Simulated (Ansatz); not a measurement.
# Zr (P6_3/mmc, 2 atoms in the cell): modes against biaxial strain in the (0001) plane, that of a and b, part 2 of 2

Wanted: the shifts of the zone-centre modes of Zr (P6_3/mmc, 2 atoms in the cell) with strain.

Ansatz 0.2.0; DFT LDA, scalar-relativistic, plane waves, PAW; PAW set soft_1.

So far, highest optical mode at the zone centre (no LO-TO term) (cm⁻¹): step 4 (modes at rest) 172.

## 5. Relaxation of a member: biaxial strain of +4 % in the (0001) plane, that of a and b

The cell takes a biaxial strain of +4 % in the (0001) plane, that of a and b. The strained lengths are held, while the rest of the cell and the atoms relax.

The input, input.yaml:

```yaml
crystal:
  lattice:
    - [3.2687436628, 0.0, 0.0]
    - [-1.6343718314, 2.8308150504, 0.0]
    - [0.0, 0.0, 4.9656721541]
  atoms:
    - { symbol: Zr, position: [0.3333333333, 0.6666666667, 0.25] }
    - { symbol: Zr, position: [0.6666666667, 0.3333333333, 0.75] }
kpoints:
  mp_grid: { grid: [15, 15, 8] }
hamiltonian:
  xc: lda
  pseudopotentials: { kind: paw, azcp: { folder: soft_1 }, xc_functional: pbe }
scf:
  occupations: { method: methfessel_paxton, width: 0.2 }
output:
  forces: true
  stress: true
  eigenvalues: true
relax:
  adjacent_minimum: "off"
  f_tol: 0.001
  max_steps: 60
  cell: { stress_tol: 0.01, fix: [a, b, gamma] }
```

The run is started by

```bash
$ ansatz run input.yaml --threads 4 --pin off --max-ram 10240MiB --backend cpu --events-out ev --progress --plain --runs-dir out
```

Numbers of over 12 decimals in the logs are rounded to 6 here.

The program printed:

```text
[...]
Crystal: 2 atoms, lattice volume = 45.948 Å³
Basis set: ecut = 420 eV, 929 PW (Γ)
Bands: 16, of which v1, the nominal top of the filled ones, is band 12 counted from 1 (11 counted from 0)
Symmetry: 24 space group operations
[...]
k-points: 135 of 1800
[...]
k-point 134: bands = [... 8 lower, 12.5578, 12.5578, 12.7373, 12.7373, 14.0722, 14.0722, 16.1950, 16.1950, ... 4 higher]
--- Relaxed structure (3 steps of the walk, 3 accepted, 1 SCFs on fresh bases) ---
[...]
cell:  # Å, volume = 45.5628 Å³
    - [3.268744, 0, 0.0]
    - [-1.634372, 2.830815, 0.0]
    - [0.0, 0.0, 4.924003]
  atoms:
    - { symbol: Zr, position: [0.333333, 0.666667, 0.25] }
    - { symbol: Zr, position: [0.666667, 0.333333, 0.75] }
[key lines of the parts left out:]
SCF converged after 4 iterations
Free energy (F): -8154.906283 eV
Fermi energy:    14.092467 eV
P = ⅓ Tr σ = -3.7553 GPa (-37.553 kbar)
```

Wall time 6.1 s (4 threads of Arm Neoverse V1, shared host); peak memory 0.42 GiB; 23 s of CPU time.

Relaxation path:

| step | energy less that of the first step (eV) | largest force component (eV/Å) | pressure (GPa) | volume (Å³) |
| --- | --- | --- | --- | --- |
| 1 | 0.0000 | 0.0000 | -4.59 | 45.95 |
| 2 | -0.0012 | 0.0000 | -3.30 | 45.36 |
| 3 | -0.0017 | 0.0000 | -3.75 | 45.56 |
| 4* | -0.0017 | 0.0000 | -3.76 | 45.56 |

Relaxation steps marked * repeat the geometry before them on a plane-wave basis chosen anew for their cell, so energy and pressure can jump there.

Forces are held to the 24 operations that the run works with; a distortion that breaks them can't arise in this run.

```
conventional cell, symmetrised  before  after  change
                         a (Å)   3.269  3.269  -0.0 %
                         b (Å)   3.269  3.269  -0.0 %
                         c (Å)   4.966  4.924  -0.8 %
              volume (Å³/atom)   22.97  22.78  -0.8 %
```

The relaxed structure:

```cif
data_structure
_symmetry_space_group_name_H-M 'P 1'
_symmetry_Int_Tables_number 1
_cell_length_a 3.2687
_cell_length_b 3.2687
_cell_length_c 4.9240
_cell_angle_alpha 90.000
_cell_angle_beta 90.000
_cell_angle_gamma 120.000
_cell_volume 45.56
loop_
_atom_site_label
_atom_site_type_symbol
_atom_site_fract_x
_atom_site_fract_y
_atom_site_fract_z
_atom_site_occupancy
Zr1 Zr 0.33333 0.66667 0.25000 1
Zr2 Zr 0.66667 0.33333 0.75000 1
```

Numbers from this step:

```yaml
pressure: -3.755 GPa
volume_per_atom: 22.78 Å³
```

The forces vanish by symmetry.

## 6. Modes of this member: biaxial strain of +4 % in the (0001) plane, that of a and b

The zone-centre modes follow for biaxial strain of +4 % in the (0001) plane, that of a and b.

input.yaml, the sections that differ from step 5:

```yaml
crystal:
  lattice:
    - [3.2687436628, 0.0, 0.0]
    - [-1.6343718314, 2.8308150504, 0.0]
    - [0.0, 0.0, 4.9240025457]
  atoms:
    - { symbol: Zr, position: [0.3333333333, 0.6666666667, 0.25] }
    - { symbol: Zr, position: [0.6666666667, 0.3333333333, 0.75] }
output:
  eigenvalues: true
phonons:
  method: dfpt
# kpoints, hamiltonian, scf: as in step 5
# relax: removed
```

The program printed:

```text
[...]
Crystal: 2 atoms, lattice volume = 45.563 Å³
Basis set: ecut = 420 eV, 929 PW (Γ), exchange–correlation on 48×48×72 points (8 copies of the dense FFT grid, shifted against one another)
Bands: 16, of which v1, the nominal top of the filled ones, is band 12 counted from 1 (11 counted from 0)
Symmetry: 24 space group operations
k-points: 320 of 1800 (irreducible under 4 space group operations, time reversal used)
[...]
SCF iter   1: F=—  HF=-8155.091535 eV  |F-HF|=—  |Δ(HF+E_count)|=         —  Δρ=2.88e-2  dr2=4.76e-1  ethr=3.10e-3  ⟨swp⟩=5.1  Hψ=47291  notcnv=0
[...]
SCF iter   8: F=-8154.906284 eV  HF=-8154.906284 eV  |F-HF|=4.55e-12  |Δ(HF+E_count)|=  4.46e-11  S|Δr|=    0.00e0  Δρ=7.63e-8  dr2=1.53e-12  ethr=1.00e-12  ⟨swp⟩=9.7  Hψ=29249  notcnv=0
SCF 1 converged in 8 iterations: F = -8154.906284 eV  dr2 = 1.53e-12
[...]
SCF converged after 8 iterations
[...]
Free energy (F): -8154.906284 eV
[...]
Internal energy: -8154.907372 eV  (E = F + TS)
E sigma→0 (E₀):  -8154.906556 eV
Entropy (-TS):   0.001088 eV (0.544 meV/atom)
Fermi energy:    14.092467 eV
[...]
--- Band table (eV; the first three rows and the last of 320) ---
  k-point 0: bands = [... 8 lower, 8.3823, 10.9655, 14.7819, 14.7819, 15.5339, 15.6290, 15.6290, 15.7902, ... 4 higher]
  k-point 1: bands = [... 8 lower, 8.5285, 10.9816, 14.6505, 14.6505, 15.4111, 15.4845, 15.4845, 15.5581, ... 4 higher]
  k-point 2: bands = [... 8 lower, 8.9458, 10.9715, 14.4862, 14.4862, 14.9049, 15.0818, 15.1583, 15.1583, ... 4 higher]
  k-point 319: bands = [... 8 lower, 11.7501, 11.7501, 13.4423, 13.4423, 14.0725, 14.0725, 15.8498, 15.8498, ... 4 higher]
[...]
ASR residual: 2.358e-5 → 0.000e0 eV/Å²; symmetrization residual: 9.237e-14 eV/Å²
  ASR residual per site (eV/Å²): 2.36e-5 2.36e-5
  Γ frequencies (cm⁻¹): 0.00 0.00 0.00 68.51 68.51 176.13
[...]
```

Elapsed: 19 s, on 4 threads; peak memory 0.94 GiB.

This step gave:

```yaml
sum_rule_residual_before_enforcement: 2.36e-5 eV/Å²
highest_optical_mode_at_the_zone_centre_no_lo_to_term: 176.1 cm⁻¹
lowest_optical_zone_centre_mode: 68.51 cm⁻¹
```

Patterns of degenerate modes are one choice out of their space. Modes at Γ:

```
mode  frequency (cm⁻¹)  symmetry
   1               0.0  acoustic
   2               0.0  acoustic
   3               0.0  acoustic
   4              68.5       E2g
   5              68.5       E2g
   6             176.1       B1g
```

Displacements in mode 4 (68.5 cm⁻¹), the largest set to 1:
```
Zr1  0.00 -1.00  0.00
Zr2  0.00  1.00  0.00
```

Displacements in mode 6 (176.1 cm⁻¹), the largest set to 1:
```
Zr1  0.00  0.00 -1.00
Zr2  0.00  0.00  1.00
```

The lowest optical mode is real, 68.5 cm⁻¹, and the highest lies at 176.1 cm⁻¹.

Between step 4 and this run (strain 4 %) the value for the highest optical mode at the zone centre (no LO-TO term) moves from 172 cm⁻¹ to 176 cm⁻¹ (+3 %).

## 7. Relaxation of a member: biaxial strain of -4 % in the (0001) plane, that of a and b

The cell takes a biaxial strain of -4 % in the (0001) plane, that of a and b. The strained lengths are held, while the rest of the cell and the atoms relax.

input.yaml, the sections that differ from step 6:

```yaml
crystal:
  lattice:
    - [3.0173018426, 0.0, 0.0]
    - [-1.5086509213, 2.6130600465, 0.0]
    - [0.0, 0.0, 5.2507992968]
  atoms:
    - { symbol: Zr, position: [0.3333333333, 0.6666666667, 0.25] }
    - { symbol: Zr, position: [0.6666666667, 0.3333333333, 0.75] }
output:
  forces: true
  stress: true
  eigenvalues: true
relax:
  adjacent_minimum: "off"
  f_tol: 0.001
  max_steps: 60
  cell: { stress_tol: 0.01, fix: [a, b, gamma] }
# kpoints, hamiltonian, scf: as in step 6
# phonons: removed
```

The program printed:

```text
[...]
Crystal: 2 atoms, lattice volume = 41.399 Å³
Basis set: ecut = 420 eV, 773 PW (Γ)
Bands: 16, of which v1, the nominal top of the filled ones, is band 12 counted from 1 (11 counted from 0)
Symmetry: 24 space group operations
[...]
k-points: 135 of 1800
[...]
k-point 134: bands = [... 8 lower, 13.8643, 13.8643, 14.1848, 14.1848, 15.6154, 15.6154, 17.3676, 17.3676]
--- Relaxed structure (4 steps of the walk, 4 accepted, 1 SCFs on fresh bases) ---
[...]
cell:  # Å, volume = 41.9697 Å³
    - [3.017302, 0, 0.0]
    - [-1.508651, 2.613060, 0.0]
    - [0.0, 0.0, 5.323135]
  atoms:
    - { symbol: Zr, position: [0.333333, 0.666667, 0.25] }
    - { symbol: Zr, position: [0.666667, 0.333333, 0.75] }
[key lines of the parts left out:]
SCF converged after 5 iterations
Free energy (F): -8154.913216 eV
Fermi energy:    15.385019 eV
P = ⅓ Tr σ = 3.1338 GPa (31.338 kbar)
```

The job ended after 6.5 s (4 threads; peak memory 0.38 GiB).

Step by step:

| step | energy less that of the first step (eV) | largest force component (eV/Å) | pressure (GPa) | volume (Å³) |
| --- | --- | --- | --- | --- |
| 1 | 0.0000 | 0.0000 | 4.80 | 41.40 |
| 2 | -0.0028 | 0.0000 | 2.41 | 42.23 |
| 3 | -0.0035 | 0.0000 | 3.08 | 41.99 |
| 4 | -0.0035 | 0.0000 | 3.13 | 41.97 |
| 5* | -0.0036 | 0.0000 | 3.13 | 41.97 |

Relaxation steps marked * repeat the geometry before them on a plane-wave basis chosen anew for their cell, so energy and pressure can jump there.

Forces are held to the 24 operations that the run works with; a distortion that breaks them can't arise in this run.

```csv
"conventional cell, symmetrised",before,after,change
a (Å),3.017,3.017,+0.0 %
b (Å),3.017,3.017,+0.0 %
c (Å),5.251,5.323,+1.4 %
volume (Å³/atom),20.70,20.98,+1.4 %
```

Final coordinates:

```
Zr
1.0
     3.01730    0.00000    0.00000
    -1.50865    2.61306    0.00000
     0.00000    0.00000    5.32314
Zr
2
Direct
  0.33333 0.66667 0.25000
  0.66667 0.33333 0.75000
```

Numbers from this step:

```
pressure        : 3.134 GPa
volume per atom : 20.98 Å³
```

The forces vanish by symmetry.

## 8. Zone-centre modes of the member: biaxial strain of -4 % in the (0001) plane, that of a and b

The zone-centre modes follow for biaxial strain of -4 % in the (0001) plane, that of a and b.

input.yaml, the sections that differ from step 7:

```yaml
crystal:
  lattice:
    - [3.0173018426, 0.0, 0.0]
    - [-1.5086509213, 2.6130600465, 0.0]
    - [0.0, 0.0, 5.3231354876]
  atoms:
    - { symbol: Zr, position: [0.3333333333, 0.6666666667, 0.25] }
    - { symbol: Zr, position: [0.6666666667, 0.3333333333, 0.75] }
output:
  eigenvalues: true
phonons:
  method: dfpt
# kpoints, hamiltonian, scf: as in step 7
# relax: removed
```

The program printed:

```text
[...]
Crystal: 2 atoms, lattice volume = 41.970 Å³
Basis set: ecut = 420 eV, 821 PW (Γ), exchange–correlation on 48×48×72 points (8 copies of the dense FFT grid, shifted against one another)
Bands: 16, of which v1, the nominal top of the filled ones, is band 12 counted from 1 (11 counted from 0)
Symmetry: 24 space group operations
k-points: 320 of 1800 (irreducible under 4 space group operations, time reversal used)
[...]
k-point 2: bands = [... 8 lower, 10.1595, 12.0204, 15.2910, 15.5978, 16.4267, 16.4267, 16.8242, 16.8242, ... 4 higher]
  k-point 319: bands = [... 8 lower, 13.0178, 13.0178, 14.6629, 14.6629, 15.6760, 15.6760, 17.4284, 17.4284, ... 4 higher]
[...]
ASR residual: 2.550e-5 → 0.000e0 eV/Å²; symmetrization residual: 1.813e-13 eV/Å²
  ASR residual per site (eV/Å²): 2.55e-5 2.55e-5
  Γ frequencies (cm⁻¹): 0.00 0.00 0.00 48.04 48.04 184.10
[...]
[key lines of the parts left out:]
SCF converged after 8 iterations
Free energy (F): -8154.913216 eV
Fermi energy:    15.385019 eV
```

It took 18 s on 4 threads; peak memory 0.9 GiB.

Numbers from this step:

```
sum-rule residual before enforcement                    : 2.55e-5 eV/Å²
highest optical mode at the zone centre (no LO-TO term) : 184.1 cm⁻¹
lowest optical zone-centre mode                         : 48.04 cm⁻¹
```

Patterns of degenerate modes are one choice out of their space. Modes at Γ:

| mode | frequency (cm⁻¹) | symmetry |
| --- | --- | --- |
| 1 | 0.0 | acoustic |
| 2 | 0.0 | acoustic |
| 3 | 0.0 | acoustic |
| 4 | 48.0 | E2g |
| 5 | 48.0 | E2g |
| 6 | 184.1 | B1g |

The lowest optical mode is real, 48.0 cm⁻¹, and the highest lies at 184.1 cm⁻¹.

For the highest optical mode at the zone centre (no LO-TO term), step 4 gave 172 cm⁻¹; this run, with strain -4 %, gives 184 cm⁻¹ (+7 %).

## 9. All members side by side

The members are set side by side, also those not shown above.

Stress is positive in compression; energies are extrapolated to zero smearing, and E0 is that at rest; the edges not held and the atoms are relaxed in each cell; all runs use 15×15×8 k points and Methfessel-Paxton smearing of 0.2 eV. State of the crystal along the series:

| strain (%) | in-plane stress (GPa) | free strain along c (%) | E - E0 (meV/atom) |
| --- | --- | --- | --- |
| -4 | 4.701 | 4.54 | 27.77 |
| -3 | 3.826 | 3.119 | 15.94 |
| -2 | 2.628 | 1.973 | 7.059 |
| -1 | 1.331 | 0.9497 | 1.746 |
| 0 | -8.71e-4 | 0 | 0 |
| 1 | -1.415 | -0.8739 | 1.952 |
| 2 | -2.877 | -1.693 | 7.826 |
| 3 | -4.314 | -2.481 | 17.64 |
| 4 | -5.633 | -3.299 | 31.26 |

Optical modes are counted from below at rest and tracked from member to member by their patterns, and modes that stay within 0.3 cm⁻¹ of each other stand once; labels, where given, are those at rest; the edges not held and the atoms are relaxed in each cell; all runs use 15×15×8 k points and Methfessel-Paxton smearing of 0.2 eV. Optical modes along the series:

```csv
strain (%),optical mode 1 E2g (cm⁻¹),optical mode 2 B1g (cm⁻¹)
-4,48.04,184.1
-3,48.53,186.6
-2,49.69,187
-1,50.44,179.5
0,51.85,171.7
1,55.05,168.3
2,59.4,168.8
3,64.11,171.6
4,68.51,176.1
```

Value and slope at zero strain of a cubic (a lower polynomial where under five rows exist) through the rows within 2 % of rest. Slopes at rest:

```
              mode  frequency (cm⁻¹)  shift per percent of strain (cm⁻¹)  shift per GPa of compressive stress (cm⁻¹)
optical mode 1 E2g                52                                2.26                                       -1.65
optical mode 2 B1g             172.2                               -5.93                                        4.32
```

## 10. Outcome

```
members                                                          : 9
highest optical mode at the zone centre (no LO-TO term), at rest : 171.7 cm⁻¹
biaxial modulus in the (0001) plane, that of a and b             : 137 GPa
optical mode 1 E2g, shift per percent                            : 2.26 cm⁻¹
optical mode 2 B1g, shift per percent                            : -5.93 cm⁻¹
```

What this shows: The stress changes by 1.37 GPa for each percent, a biaxial modulus of 137 GPa in the (0001) plane, that of a and b. For each percent the free edge responds with -0.91 %. Within 2 % of rest optical mode 1 E2g and optical mode 2 B1g bend away from a straight line, so a single slope holds only near rest. These are harmonic frequencies at zero temperature: anharmonic shifts, linewidths and thermal expansion are left out. With no gap, or one that is small against the smearing, the frequencies hang on the k mesh and the smearing, most of all near Kohn anomalies. The PAW files were made for PBE; the program adapts parts of them to the functional of the run, but their partial waves stay those of PBE, an approximation that was not tested in this session. Only the zone centre was solved, so an instability at another wavevector cannot show here.

[Logs are printed without paths, hosts, clocks, repeated set-up lines and the standing remarks that a program may print on its own settings, such as how far it seeks lower states.]

[Hosts, paths, dates, database ids (printed as entryN), source tags and the programs' standing remarks are cut or masked in the printed files.]
